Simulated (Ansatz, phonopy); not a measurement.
# MgS (Niningerite, Fm-3m): thermal expansion from first principles, part 3 of 4

Wanted: α(T), C_P(T) and B(T) of MgS (Niningerite) in the quasi-harmonic approximation.

Experimental results on record:
- heat capacity C_P per formula unit 45.6 J/mol/K near room temperature (given in “High-Throughput Prediction of Finite-Temperature Properties using the Quasi-Harmonic Approximation”, 2016, arXiv:1603.06924)

Ansatz 0.2.0; DFT PBEsol, scalar-relativistic, plane waves, PAW.

So far, principal linear expansion coefficients at 298 K (× 1e-6/K): step 6 (the quasi-harmonic study, cutoff 550 eV, k-mesh 8×8×8) 16.7. The relaxed cell has a = 5.182 Å (conventional setting).

## Step 8: The quasi-harmonic study, cutoff 487.2 eV, k-mesh 12×12×12

The study relaxes the crystal at several strains, solves the phonons on some of them and minimises the free energy at each temperature (static energy, vibrations, the electrons in a metal, and PV under a set pressure); the q-mesh sets how far the force constants reach.

This step: DFT PBEsol, scalar-relativistic, plane waves, PAW (Ansatz 0.2.0).

File input.yaml:

```yaml
crystal:
  lattice:
    - [0.0, 2.5909905692, 2.5909905692]
    - [2.5909905692, 0.0, 2.5909905692]
    - [2.5909905692, 2.5909905692, 0.0]
  atoms:
    - { symbol: Mg, position: [0.0, 0.0, 0.0] }
    - { symbol: S, position: [0.5, 0.5, 0.5] }
kpoints:
  mp_grid: { grid: [12, 12, 12] }
hamiltonian:
  xc: pbesol
scf:
  occupations: { method: fixed }
output:
  eigenvalues: true
phonons:
  method: dfpt
  qmesh: [4, 4, 4]
  temperatures: { t_max: 800.0, t_step: 50 }
  thermal_expansion: {}
```

The mesh is denser.

Run with:

```bash
> ansatz run input.yaml --threads 4 --pin off --max-ram 16384MiB --backend cpu --events-out ev --progress --plain --runs-dir out
```

Numbers of over 12 decimals in the logs are rounded to 6 here.

The program printed:

```text
[...]
Crystal: 2 atoms, lattice volume = 34.788 Å³
Basis set: ecut = 487.2 eV, 869 PW (Γ), exchange–correlation on 54×54×54 points (8 copies of the dense FFT grid, shifted against one another)
Bands: 12, of which v1, the nominal top of the filled ones, is band 8 counted from 1 (7 counted from 0)
Symmetry: 48 space group operations
[...]
k-points: 72 of 1728
[...]
SCF iter   1: F=—  HF=-2799.921354 eV  |F-HF|=—  |Δ(HF+E_count)|=         —  Δρ=3.78e-3  dr2=6.81e-3  ethr=1.77e-3  ⟨swp⟩=5.3  Hψ=4673  notcnv=0  defer=123
[...]
SCF iter   9: F=-2799.918214 eV  HF=-2799.918214 eV  |F-HF|=1.36e-12  |Δ(HF+E_count)|=  1.27e-11  Δρ=1.68e-8  dr2=1.67e-13  ethr=1.00e-12  ⟨swp⟩=7.0  Hψ=4248  notcnv=0
SCF 1 converged in 9 iterations: F = -2799.918214 eV  dr2 = 1.67e-13
[...]
relax step   1: F+E_penalty+E_count = -2799.91821374 eV  Δ(F+E_penalty+E_count) = +0.000e0 eV  max|allowed force component| = 3.435e-30 eV/Å  Δτ_max = 0.0000 Å  (9 SCF iters, accepted)
SCF converged after 9 iterations
Free energy (F): -2799.918214 eV
[...]
Internal energy: -2799.918214 eV  (E = F + TS)
E sigma→0 (E₀):  -2799.918214 eV
Fermi energy:    6.477393 eV
[...]
--- Stress (GPa, compression-positive) ---
       -0.001818      -0.000000       0.000000
       -0.000000      -0.001818      -0.000000
       -0.000000      -0.000000      -0.001818
  P = ⅓ Tr σ = -0.0018 GPa (-0.018 kbar)
--- Band table (eV; the first three rows and the last of 72) ---
  k-point 0: bands = [... 4 lower, -6.2743, 6.4774, 6.4774, 6.4774, 10.1675, 14.2823, 14.2823, 14.2823]
  k-point 1: bands = [... 4 lower, -6.2038, 5.9333, 6.4283, 6.4283, 10.6090, 14.0800, 14.4216, 14.4216]
  k-point 2: bands = [... 4 lower, -6.0007, 4.8068, 6.3016, 6.3016, 11.2511, 14.0171, 14.5636, 14.5636]
  k-point 71: bands = [... 4 lower, -4.4811, 3.1484, 3.1484, 4.0524, 11.7235, 14.3088, 14.3088, 14.4831]
── thermal expansion: 3 new cells, 3 in all ──
thermal expansion: relaxation of cell 2
thermal expansion: relaxation of cell 3
── thermal expansion: 2 new cells, 5 in all ──
thermal expansion: relaxation of cell 4
thermal expansion: lower-state search of cell 4
thermal expansion: phonons of cell 4
thermal expansion: relaxation of cell 5
thermal expansion: phonons of cell 5
── thermal expansion: 6 new cells, 11 in all ──
thermal expansion: relaxation of cell 6
thermal expansion: relaxation of cell 7
thermal expansion: relaxation of cell 8
thermal expansion: relaxation of cell 9
thermal expansion: relaxation of cell 10
thermal expansion: relaxation of cell 11
thermal expansion: phonons of cell 6
thermal expansion: phonons of cell 7
thermal expansion: phonons of cell 8
--- Relaxed structure (1 steps of the walk, 1 accepted, 0 SCFs on fresh bases) ---
  F+E_penalty+E_count = -2799.91821374 eV   max|allowed force component| = 3.435e-30 eV/Å
  atoms:
    - { symbol: Mg, position: [0.0, 0.0, 0.0] }
    - { symbol: S, position: [0.5, 0.5, 0.5] }
--- Thermal expansion: 11 cells in 3 rounds, 0 GPa ---
  no lower state was reached at cell 4
  without vibrations: a 3.66418, b 3.66418, c 3.66418 Å, V 34.7870 Å³, B 78.11 GPa
  at 0 K: a 3.67457, b 3.67457, c 3.67457 Å, V 35.0837 Å³, B 76.23 GPa
  zero-point expansion: a +0.284, b +0.284, c +0.284, V +0.853 %
[...]
0.00    3.67457    3.67457    3.67457    35.0837 |    0.00    0.00    0.00    0.00 |   29.47 |     0.000     0.000 |    76.23    76.23
   100.00    3.67550    3.67550    3.67550    35.1103 |    7.72    7.72    7.72   23.15 |   40.56 |    23.779    23.694 |    75.68    75.96
   200.00    3.67976    3.67976    3.67976    35.2325 |   14.24   14.24   14.24   42.72 |   46.68 |    40.901    40.329 |    73.87    74.91
   298.15    3.68540    3.68540    3.68540    35.3947 |   16.66   16.66   16.66   49.98 |       - |    46.402    45.262 |    71.80    73.61
   350.00    3.68866    3.68866    3.68866    35.4889 |   17.47   17.47   17.47   52.42 |   51.31 |    47.944    46.492 |    70.66    72.87
   450.00    3.69535    3.69535    3.69535    35.6823 |   18.73   18.73   18.73   56.19 |   53.52 |    49.914    47.827 |    68.36    71.34
   550.00    3.70249    3.70249    3.70249    35.8895 |   19.86   19.86   19.86   59.58 |   55.51 |    51.303    48.521 |    65.94    69.72
   650.00    3.71006    3.71006    3.71006    36.1101 |   21.01   21.01   21.01   63.03 |   57.45 |    52.483    48.923 |    63.40    68.01
   750.00    3.71810    3.71810    3.71810    36.3452 |   22.26   22.26   22.26   66.78 |   59.43 |    53.622    49.177 |    60.72    66.20
   800.00    3.72230    3.72230    3.72230    36.4686 |   22.94   22.94   22.94   68.83 |   60.46 |    54.207    49.269 |    59.32    65.27
[...]
vibrations' free energy: its fit leaves 0.0003 meV an atom at the most
  the electrons' free energy at temperature is not in it: every band gap is over 0.83 eV
  free energies summed between the sampled wave vectors
[...]
the FFT grids of the static calculations differ: 27 × 27 × 27, 30 × 30 × 30
  band gaps on the cells' k-points are 2.556 to 2.785 eV
```

Elapsed: 11 min, on 4 threads of Intel Xeon Platinum 8488C (Sapphire Rapids), shared host; peak memory 2.1 GiB; 44 min of CPU time.

Numbers from this step:

| Property | Result |
| --- | --- |
| pressure | -0.001818 GPa |
| volume expansion coefficient at 298 K | 49.98 1e-6/K |
| entropy at 298 K | 26.08 J/mol-atom/K |
| isothermal bulk modulus at 298 K | 71.80 GPa |
| Grüneisen parameter at 298 K | 1.69 |

Strained cells of the study; zero-point energy where phonons were solved; the pressures are stresses at a fixed cutoff and can carry an offset from the finite basis. Expansion cells, by row:

```
cell  |a| (Å)  |b| (Å)  |c| (Å)  V (Å³/atom)  E - E_lowest (meV/atom)  pressure, compression positive (GPa)  gap (eV)  zero-point energy (meV/atom)
   1    3.664    3.664    3.664        17.39                        0                                -0.008     2.727                             -
   2    3.694    3.694    3.694        17.81                    2.388                                -1.786     2.679                             -
   3    3.635    3.635    3.635        16.98                    2.459                                 1.952     2.774                             -
   4    3.664    3.664    3.664         17.4                        0                                -0.022     2.726                         41.74
   5    3.683    3.683    3.683        17.66                    0.964                                -1.154     2.697                         40.67
   6    3.701    3.701    3.701        17.93                    3.802                                -2.228     2.666                          39.6
   7     3.72     3.72     3.72         18.2                    8.429                                -3.232     2.636                         38.53
   8    3.739    3.739    3.739        18.48                     14.8                                -4.172     2.605                         37.46
   9    3.628    3.628    3.628        16.88                    3.825                                  2.46     2.785                             -
  10    3.646    3.646    3.646        17.14                    0.934                                 1.182     2.756                             -
  11    3.769    3.769    3.769        18.92                    28.38                                -5.546     2.556                             -
```

Quasi-harmonic; a, b, c are the run's own cell vectors. Expansion, by row:

```
T (K)  a (Å)  b (Å)  c (Å)  alpha (deg)  beta (deg)  gamma (deg)  cell volume (Å³/cell)  alpha_a (1e-6/K)  alpha_b (1e-6/K)  alpha_c (1e-6/K)  alpha_V (1e-6/K)  C_P (J/mol-atom/K)  C_V (J/mol-atom/K)  S (J/mol-atom/K)  B_T (GPa)  B_S (GPa)  Grueneisen  extrapolation  fit error (1e-6/K)
    0  3.675  3.675  3.675           60          60           60                  35.08                 0                 0                 0                 0                   0                   0                 0      76.23      76.23           -              0                   0
   50  3.675  3.675  3.675           60          60           60                  35.09              1.64              1.64              1.64              4.92               3.072               3.071             0.943      76.18      76.21        1.29              0                   0
  100  3.675  3.675  3.675           60          60           60                  35.11              7.72              7.72              7.72             23.15               11.89               11.85             5.851      75.68      75.96       1.564              0                0.01
  150  3.677  3.677  3.677           60          60           60                  35.16             11.89             11.89             11.89             35.68               17.47               17.32             11.84      74.84      75.49       1.633              0                0.02
  200   3.68   3.68   3.68           60          60           60                  35.23             14.24             14.24             14.24             42.72               20.45               20.16             17.32      73.87      74.91        1.66              0                0.03
  250  3.683  3.683  3.683           60          60           60                  35.31             15.69             15.69             15.69             47.06               22.16               21.73             22.08      72.83      74.27       1.677              0                0.03
298.1  3.685  3.685  3.685           60          60           60                  35.39             16.66             16.66             16.66             49.98                23.2               22.63             26.08       71.8      73.61        1.69              0                0.02
  300  3.686  3.686  3.686           60          60           60                   35.4             16.69             16.69             16.69             50.08               23.23               22.66             26.23      71.76      73.59        1.69              0                0.02
  350  3.689  3.689  3.689           60          60           60                  35.49             17.47             17.47             17.47             52.42               23.97               23.25             29.86      70.66      72.87       1.703              0                0.01
  400  3.692  3.692  3.692           60          60           60                  35.58             18.13             18.13             18.13              54.4               24.52               23.64              33.1      69.52      72.12       1.714              0                0.02
  450  3.695  3.695  3.695           60          60           60                  35.68             18.73             18.73             18.73             56.19               24.96               23.91             36.02      68.36      71.34       1.726              0                0.04
  500  3.699  3.699  3.699           60          60           60                  35.78              19.3              19.3              19.3              57.9               25.32               24.11             38.67      67.17      70.54       1.738              0                0.05
  550  3.702  3.702  3.702           60          60           60                  35.89             19.86             19.86             19.86             59.58               25.65               24.26              41.1      65.94      69.72        1.75              0                0.06
  600  3.706  3.706  3.706           60          60           60                     36             20.43             20.43             20.43             61.28               25.95               24.37             43.34      64.68      68.88       1.763              0                0.06
  650   3.71   3.71   3.71           60          60           60                  36.11             21.01             21.01             21.01             63.03               26.24               24.46             45.43       63.4      68.01       1.776              0                0.04
  700  3.714  3.714  3.714           60          60           60                  36.23             21.62             21.62             21.62             64.86               26.52               24.53             47.38      62.07      67.12        1.79              0                0.03
  750  3.718  3.718  3.718           60          60           60                  36.35             22.26             22.26             22.26             66.78               26.81               24.59             49.23      60.72       66.2       1.805              0                0.06
  800  3.722  3.722  3.722           60          60           60                  36.47             22.94             22.94             22.94             68.83                27.1               24.64             50.96      59.32      65.27        1.82              0                0.11
```

Table of expansion coefficient by temperature; values in 1e-6/K:

| temperature (K) | volume | principal 1 |
| --- | --- | --- |
| 0 | 0 | 0 |
| 50 | 4.92 | 1.64 |
| 100 | 23.1 | 7.72 |
| 150 | 35.7 | 11.9 |
| 200 | 42.7 | 14.2 |
| 250 | 47.1 | 15.7 |
| 298 | 50.0 | 16.7 |
| 300 | 50.1 | 16.7 |
| 350 | 52.4 | 17.5 |
| 400 | 54.4 | 18.1 |
| 450 | 56.2 | 18.7 |
| 500 | 57.9 | 19.3 |
| 550 | 59.6 | 19.9 |
| 600 | 61.3 | 20.4 |
| 650 | 63.0 | 21.0 |
| 700 | 64.9 | 21.6 |
| 750 | 66.8 | 22.3 |
| 800 | 68.8 | 22.9 |

Changing the k-mesh (8×8×8 → 12×12×12) and the cutoff (550 → 487.2 eV) takes the volume expansion at 298 K from 50.0 to 50.0 × 10⁻⁶/K and B_T from 71.8 to 71.8 GPa.

## Step 9: Quasi-harmonic fit by phonopy

This step: DFT PBEsol, scalar-relativistic, plane waves, PAW (phonopy 4.10.0).

This step gave:

```yaml
isothermal_bulk_modulus_at_300_k: 71.78 GPa
```

The energy (each curve on its own zero) by volume; values in meV/atom:

```
volume (Å³/atom)  static  F at 0 K  F at 300 K  F at 800 K
          17.397       0      2.14        4.41        10.8
          17.659    0.96      2.04        3.24        6.59
          17.928     3.8       3.8        3.86        3.98
          18.199    8.43      7.36        6.23        3.01
          18.475    14.8      12.7        10.3        3.57
```

Phonopy-qha, vinet fit of F(V) at each temperature. Qha vinet, by row:

| T (K) | fitted volume (Å³/atom) | alpha_V (1e-6/K) | B_T (GPa) | C_P (J/mol-atom/K) | Grueneisen |
| --- | --- | --- | --- | --- | --- |
| 100 | 17.56 | 22.04 | 75.68 | 11.4 | 1.489 |
| 150 | 17.58 | 34.77 | 74.84 | 17.34 | 1.591 |
| 200 | 17.62 | 42.28 | 73.87 | 20.47 | 1.643 |
| 250 | 17.66 | 46.84 | 72.85 | 22.21 | 1.67 |
| 300 | 17.7 | 49.96 | 71.78 | 23.29 | 1.687 |
| 350 | 17.74 | 52.35 | 70.67 | 24.02 | 1.701 |
| 400 | 17.79 | 54.36 | 69.54 | 24.57 | 1.713 |
| 450 | 17.84 | 56.17 | 68.37 | 25 | 1.725 |
| 500 | 17.89 | 57.89 | 67.18 | 25.36 | 1.738 |
| 550 | 17.94 | 59.58 | 65.95 | 25.68 | 1.75 |
| 600 | 18 | 61.28 | 64.69 | 25.98 | 1.763 |
| 650 | 18.06 | 63.04 | 63.41 | 26.26 | 1.777 |
| 700 | 18.11 | 64.86 | 62.09 | 26.55 | 1.791 |
| 750 | 18.17 | 66.79 | 60.74 | 26.83 | 1.805 |

The volume expansion coefficient by temperature; values in 1e-6/K:

```
temperature (K)  phonopy-qha, Vinet  Ansatz's own study
            100                22.0                23.1
            150                34.8                35.7
            200                42.3                42.7
            250                46.8                47.1
            300                50.0                50.1
            350                52.4                52.4
            400                54.4                54.4
            450                56.2                56.2
            500                57.9                57.9
            550                59.6                59.6
            600                61.3                61.3
            650                63.0                63.0
            700                64.9                64.9
            750                66.8                66.8
```

The fit gives a volume expansion of 50.0 × 10⁻⁶/K at 300 K, against 50.0 at 298 K from the study itself, whose static fit uses more cells.

(Part 3 of 4 ends here.)

[Logs are printed without paths, hosts, clocks, repeated set-up lines and the standing remarks that a program may print on its own settings, such as how far it seeks lower states.]

[Hosts, paths, dates, database ids (printed as entryN), source tags and the programs' standing remarks are cut or masked in the printed files.]

[A step with changed settings may run another functional than the one named; its input shows which.]
